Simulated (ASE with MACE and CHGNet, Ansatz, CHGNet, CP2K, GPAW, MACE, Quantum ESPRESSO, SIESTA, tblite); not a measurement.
**Machine-learned potentials runs on random packing of 41In2S3-59GeS2 (mol %) (84 atoms)**

How do the settings of machine-learned potentials change the result for random packing of 41In2S3-59GeS2 (mol %) (84 atoms)? A plane-wave run serves as the yardstick.

Main program and level: ASE with MACE and CHGNet; the method is named at each step.

### Step 1. Set-up

The cell holds 84 atoms: 18 In, 53 S and 13 Ge. Its edges and angles: a = 12.555 Å, b = 12.555 Å, c = 12.555 Å, α = 90.0°, β = 90.0°, γ = 90.0°. 84 atoms (18 In, 53 S, 13 Ge) packed at random in a cube at 3.95 g/cm³ and pushed apart as soft spheres, cations and anions kept from their own kind; a start for melting by ab initio MD, not an equilibrated structure. Then every atom was moved at random, 0.03 Å r.m.s. a Cartesian component.

The yardstick, on the same geometry:

- method: Kohn-Sham DFT, PBE, PAW, plane waves (Ansatz 0.2.0); cutoff 420 eV, Γ point, fermi-dirac smearing of 0.05 eV; PAW set soft_2
- r.m.s. force component: 0.7412 eV/Å
- longest force: 2.869 eV/Å
- pressure: 2.446 GPa
- SCF cycles: 11
- time: 16 s on 8 threads of Arm Neoverse V2, shared host
- CPU time: 2 min

### Step 2. MACE MP-0b3 medium potential

Method: machine-learned interatomic potential MACE MP-0b3 medium, trained on PBE(+U) plane-wave data.

run.py reads:

```python
import numpy as np
from ase.io import read
import mlip  # loads the published weights by name

atoms = read("structure.xyz")
atoms.calc = mlip.calc("mace-mp-0b3-medium")
energy = atoms.get_potential_energy()
forces = atoms.get_forces()
print(f"energy {energy:.6f} eV")
print("forces (eV/A)")
for i, (a, f) in enumerate(zip(atoms, forces)):
    print(f"{i:4d} {a.symbol:2s} {f[0]:10.5f} {f[1]:10.5f} {f[2]:10.5f}")
stress = -atoms.get_stress(voigt=False) * 160.21766
print("stress (GPa, compression positive)")
for row in stress:
    print(" ".join(f"{x:10.4f}" for x in row))
```

structure.xyz reads:

```xyz
84
Lattice="12.55510 0.00000 0.00000 0.00000 12.55510 0.00000 0.00000 0.00000 12.55510" Properties=species:S:1:pos:R:3 pbc="T T T"
In 1.33574 7.44543 11.39049
In 0.11036 4.07200 6.57473
In 6.65420 6.14321 10.70347
In 6.11710 11.85026 5.63448
In 8.21669 4.52260 2.81071
In 0.31488 5.66499 2.70927
In 8.37990 1.97780 4.74332
In 2.63971 10.75859 8.36647
In 7.36319 10.26040 2.32520
In 8.58857 7.76207 4.06396
In 4.75537 1.12381 11.40982
In 10.51100 6.38502 7.27907
In 7.53921 7.47882 7.24705
In 1.02512 2.54479 3.65404
In 4.00370 3.68467 3.32534
In 9.85902 9.16422 9.07332
In 10.96713 2.33889 1.27397
In 12.09847 1.02086 6.05784
S 10.35997 4.30088 12.20481
S 2.15609 4.21462 5.30302
S 3.51430 1.90122 9.47094
S 11.47762 6.70731 4.65254
S 12.08340 9.58820 8.34312
S 8.04807 10.76889 8.62987
S 8.38932 9.40025 11.44724
S 11.39652 3.54744 3.36816
S 4.29259 4.98048 8.92404
S 0.82776 3.52484 9.00000
S 1.28665 1.32218 0.15091
S 8.91826 2.25992 7.10204
S 10.87259 0.62173 11.53362
S 4.42279 11.40355 9.94515
S 10.12506 9.57364 4.69774
S 4.75801 7.93821 3.82918
S 4.56277 7.55101 7.01039
S 5.02317 2.82289 0.59900
S 8.56208 2.07423 2.35182
S 9.39147 11.45502 1.24019
S 2.25163 0.53874 3.80043
S 11.61761 12.34330 3.93364
S 12.43018 10.64572 1.43668
S 7.35189 5.12462 7.80827
S 6.43148 0.99462 8.65147
S 8.10256 2.35107 11.02614
S 12.33664 6.64717 0.57578
S 0.29994 6.44089 7.68887
S 4.75600 2.68240 6.44667
S 2.01710 8.32466 2.06092
S 5.32838 11.05238 3.45604
S 5.75111 8.44933 9.89342
S 6.84793 8.10356 1.43643
S 10.61509 7.35402 10.44258
S 3.95825 12.34719 0.84747
S 3.78524 10.59311 6.25683
S 2.40807 4.90616 11.43506
S 9.58808 6.36104 2.09946
[... 24 atom lines left out ...]
Ge 0.32744 8.42535 6.67278
Ge 0.95306 0.60917 9.33158
Ge 11.39865 2.64097 9.57038
Ge 10.63630 9.91916 11.98372
```

On the command line:

```
OMP_NUM_THREADS=1 python run.py > output.txt
```

The log of the run:

```text
energy -302.675017 eV
forces (eV/A)
   0 In    0.72286   -0.69034    0.44386
   1 In   -0.59478   -0.47936    0.70124
   2 In   -0.51107    0.07749   -1.11424
   3 In   -1.40364    0.43018    1.16422
   4 In    0.90050   -0.32880   -1.25291
   5 In   -0.00040    0.32491    0.96699
   6 In   -0.33702    0.85554    1.57120
   7 In    0.64994   -1.21897    1.05019
   8 In    0.68114    0.35464   -0.34182
   9 In    0.29919   -0.07465   -0.71636
  10 In   -0.46702   -0.11106   -0.94262
  11 In   -1.88159   -0.17148    0.06632
  12 In    0.02626    0.07889    0.20945
  13 In    0.00642   -1.19301    0.56496
  14 In    0.89194   -1.13255    0.95042
  15 In   -1.24905   -1.17972   -0.01438
  16 In   -0.28917   -1.00539   -1.69657
  17 In   -0.86835    1.05374   -0.41270
  18 S     0.60883   -1.04801   -0.03055
  19 S     1.05907    0.02522   -0.59782
  20 S    -0.76175    0.14931   -0.58146
  21 S     0.13079    0.39933   -0.02443
  22 S     0.86716    1.21370   -0.39333
  23 S    -0.65881   -0.50511   -2.04490
[...]
76 Ge   -1.15592    1.22696    1.43965
  77 Ge   -1.24629   -1.13923    0.54570
  78 Ge   -0.17866    0.75389    0.10975
  79 Ge    0.72399    0.46118   -0.28481
  80 Ge    0.38505   -0.85530   -1.88612
  81 Ge    0.58211    0.51836    0.63037
  82 Ge   -0.70455   -0.67691    0.54689
  83 Ge    0.07792    0.73822    1.08674
stress (GPa, compression positive)
    2.1785     0.6976    -0.1310
    0.6976     1.7220    -0.5381
   -0.1310    -0.5381     3.0287
```

Wall time 6.9 s (1 thread of Arm Neoverse V2, shared host); peak memory 0.86 GiB.

Banners, paths, timers and routine set-up lines are dropped from the logs unmarked, and long logs keep their key lines alone; longer cuts are marked.

Compared with the plane-wave run:

* r.m.s. force component: 0.7239 eV/Å
* r.m.s. difference of force components: 229.3 meV/Å
* longest difference of force vectors: 757.9 meV/Å
* force difference over r.m.s. force: 30.93 %
* slope of forces against the reference's: 0.9291
* correlation of force components: 0.9513
* pressure: 2.31 GPa
* pressure difference: -0.136 GPa

Length of the force difference by element (eV/Å):

```tsv
element	atoms	mean	most
Ge	13	0.37	0.76
In	18	0.33	0.55
S	53	0.37	0.70
```

A closer look about In15, picked at random: 9 atoms, nearest first, numbered in the order of the input, with positions taken from that point.

```tsv
atom	x	y	z	distance (Å)	Fx	Fy	Fz (eV/Å)
In15	0.00	0.00	0.00	0.00	0.89	-1.13	0.95
S59	-1.92	0.21	-1.39	2.38	-0.59	1.24	-1.07
S66	2.04	1.28	0.42	2.45	-0.93	0.18	0.38
S70	1.60	-2.00	0.19	2.56	-0.50	-0.14	1.05
S20	-1.85	0.53	1.98	2.76	1.06	0.03	-0.60
S36	1.02	-0.86	-2.73	3.04	0.51	-0.65	0.23
Ge72	0.93	1.76	-2.44	3.15	0.39	-0.03	0.15
In14	-2.98	-1.14	0.33	3.21	0.01	-1.19	0.56
S47	0.75	-1.00	3.12	3.36	0.21	-0.18	0.15
```

Atoms are counted from 1 here, from 0 in the log.

Forces lie 31 % from the reference's, at 0.057 times its CPU time (on 1 against 8 cores).

### Step 3. CHGNet 0.3.0 potential

Method: machine-learned interatomic potential CHGNet 0.3.0, trained on PBE(+U) plane-wave data.

Changes to run.py since step 2:

```diff
@@ -5,3 +5,3 @@
 atoms = read("structure.xyz")
-atoms.calc = mlip.calc("mace-mp-0b3-medium")
+atoms.calc = mlip.calc("chgnet-0.3.0")
 energy = atoms.get_potential_energy()
```

structure.xyz is that of step 2.

The log of the run:

```text
CHGNet v0.3.0 initialized with 412,525 parameters
CHGNet will run on cpu
energy -343.894897 eV
forces (eV/A)
   0 In    0.44031   -0.67810   -0.04526
   1 In   -0.18865    0.07003    0.39461
   2 In   -0.53687    0.10188   -1.30847
   3 In   -1.30429    0.39315    1.02695
   4 In    0.85489    0.11234   -0.82575
   5 In   -0.32746    0.85179    1.03348
   6 In   -0.09615    0.53205    1.67934
   7 In    1.07301   -2.03200    0.18912
   8 In    0.72915    0.57547   -0.14569
   9 In    0.62017   -0.13203   -0.54373
  10 In   -0.28854    0.33634   -0.91561
  11 In   -1.60333   -0.60634   -0.59858
  12 In   -0.91189    0.00511    0.06240
  13 In   -0.12360   -1.38147    0.73200
  14 In    1.07681   -1.50983    1.11465
  15 In   -0.85607   -0.84043    0.26607
  16 In   -0.06360   -0.80250   -2.04371
  17 In   -1.02337   -0.07677   -1.16166
  18 S     0.85932   -1.25334    0.06099
  19 S     0.56596    0.02807    0.04376
  20 S    -1.17854   -0.20677   -0.70587
  21 S     0.38177    0.44396    0.25031
  22 S     1.10384    1.47170    0.10754
  23 S    -0.54890   -0.74942   -2.05430
[...]
76 Ge   -0.61135    1.09036    1.32808
  77 Ge   -1.58910   -0.80391    0.74450
  78 Ge   -0.19356    0.34775    0.35180
  79 Ge    0.63474    0.06548    0.11855
  80 Ge    0.92238   -1.26194   -2.78136
  81 Ge    1.32534    1.58353    0.68040
  82 Ge   -0.76181    0.03701    0.63979
  83 Ge   -0.43034    0.75755    1.38112
stress (GPa, compression positive)
    2.2680     0.3183     0.1474
    0.3183     1.5993    -0.3372
    0.1474    -0.3372     2.5387
```

Elapsed: 2.8 s, on 1 thread; peak memory 0.66 GiB.

Compared with the plane-wave run:

```yaml
r_m_s_force_component: 0.729 eV/Å
r_m_s_difference_of_force_components: 353.5 meV/Å
longest_difference_of_force_vectors: 1135 meV/Å
force_difference_over_r_m_s_force: 47.69 %
slope_of_forces_against_the_reference_s: 0.87
correlation_of_force_components: 0.8845
pressure: 2.135 GPa
pressure_difference: -0.3104 GPa
```

Against the first run (31 %), the force difference from the reference is 48 %, at 0.41 times the CPU time.

### Step 4. MACE MP-0b2 small potential

Method: machine-learned interatomic potential MACE MP-0b2 small, trained on PBE(+U) plane-wave data.

Changes to run.py since step 3:

```diff
@@ -5,3 +5,3 @@
 atoms = read("structure.xyz")
-atoms.calc = mlip.calc("chgnet-0.3.0")
+atoms.calc = mlip.calc("mace-mp-0b2-small")
 energy = atoms.get_potential_energy()
```

structure.xyz is that of step 3.

The log of the run:

```text
energy -302.924215 eV
forces (eV/A)
   0 In    0.98362   -0.42900    0.32920
   1 In   -0.50558   -0.14958    0.30664
   2 In   -0.50420   -0.24638   -1.44321
   3 In   -1.31990    0.31392    1.46974
   4 In    0.76568   -0.10942   -1.07612
   5 In    0.04764    0.33641    1.50346
   6 In   -0.43396    0.87141    1.55302
   7 In    0.81821   -1.70288    0.94050
   8 In    0.81895    0.61519   -0.29605
   9 In    0.51869   -0.53692   -0.63700
  10 In   -0.39237   -0.37682   -1.28150
  11 In   -1.76049   -0.43439    0.01997
  12 In    0.07949    0.41835    0.52891
  13 In    0.29553   -0.65969    0.90692
  14 In    0.93479   -1.35977    1.10397
  15 In   -1.25123   -1.19916   -0.20482
  16 In   -0.46843   -0.94179   -1.70381
  17 In   -0.77309    1.09039   -0.34091
  18 S     0.74502   -0.84613    0.18294
  19 S     0.47206   -0.52239   -0.91385
  20 S    -0.96961   -0.07482   -0.72349
  21 S     0.29166    0.47546    0.31791
  22 S     0.65226    1.49279   -0.48610
  23 S    -0.68143   -0.68531   -2.32596
[...]
76 Ge   -1.40709    1.67443    1.77453
  77 Ge   -2.04984   -1.31688    0.53703
  78 Ge   -0.07827    0.63345    0.43757
  79 Ge    0.90323    0.65472   -0.42191
  80 Ge    1.46980   -1.23330   -2.75404
  81 Ge    1.12186    0.58035    0.71348
  82 Ge   -0.96357   -0.16711    0.44260
  83 Ge    0.24315    0.60351    1.19141
stress (GPa, compression positive)
    3.0510     0.7299    -0.0431
    0.7299     2.3983    -1.0466
   -0.0431    -1.0466     3.7546
```

It took 5.3 s on 1 thread; peak memory 0.67 GiB.

Compared with the plane-wave run:

```
r.m.s. force component                  : 0.7965 eV/Å
r.m.s. difference of force components   : 299.9 meV/Å
longest difference of force vectors     : 1283 meV/Å
force difference over r.m.s. force      : 40.46 %
slope of forces against the reference's : 0.9956
correlation of force components         : 0.9264
pressure                                : 3.068 GPa
pressure difference                     : 0.6223 GPa
```

Against the first run (31 %), the force difference from the reference is 40 %, at 0.78 times the CPU time.

### Step 5. All runs compared

Differences are against the plane-wave reference, forces as r.m.s. over components; share is that over the reference's r.m.s. force, slope the least-squares factor from reference forces to these. Total energies of different programs have different zeros and aren't compared.

```tsv
run	Δ force, r.m.s. (meV/Å)	share (%)	slope	Δ pressure (GPa)	cores	CPU time	memory (GiB)
reference	-	-	-	-	8	2 min	2.8
MACE MP-0b3 medium potential	229	30.9	0.929	-0.136	1	6.8 s	0.86
CHGNet 0.3.0 potential	353	47.7	0.870	-0.310	1	2.8 s	0.66
MACE MP-0b2 small potential	300	40.5	0.996	0.622	1	5.3 s	0.67
```

Times of the machine-learned potentials are mostly Python's start and the loading of weights.

CPU time is summed over cores on a shared host, where runs went side by side, so it is rough. Symmetry, cutoffs, thresholds, outputs and thread counts weren't matched or tuned between programs; memory under MPI is the largest rank's times the ranks.

### Step 6. Summary of results

```json
{
 "nearest in forces": "MACE MP-0b3 medium potential, 31 %",
 "its CPU time": "6.8 s"
}
```

In words: Machine-learned potentials differ by 31 % (MACE MP-0b3 medium potential) to 48 % (CHGNet 0.3.0 potential); they were trained on other programs' data. Machine-learned potentials mimic data converged in k, so the reference's own k-point error enters their differences. The reference's pressure of 2.4 GPa belongs to a cell and atoms that aren't relaxed at this level. The electronic-structure runs sample only Γ, in a cell whose shortest periodic width is 13 Å, which is coarse for a cell with partly filled levels.

[Also dropped from logs without a mark: logging warnings of Python, and SIESTA's first energy breakdown and zero terms.]

[Logs are printed without paths, hosts, clocks, repeated set-up lines and the standing remarks that a program may print on its own settings, such as how far it seeks lower states.]

[Hosts, paths, dates, database ids (printed as entryN), source tags and the programs' standing remarks are cut or masked in the printed files.]
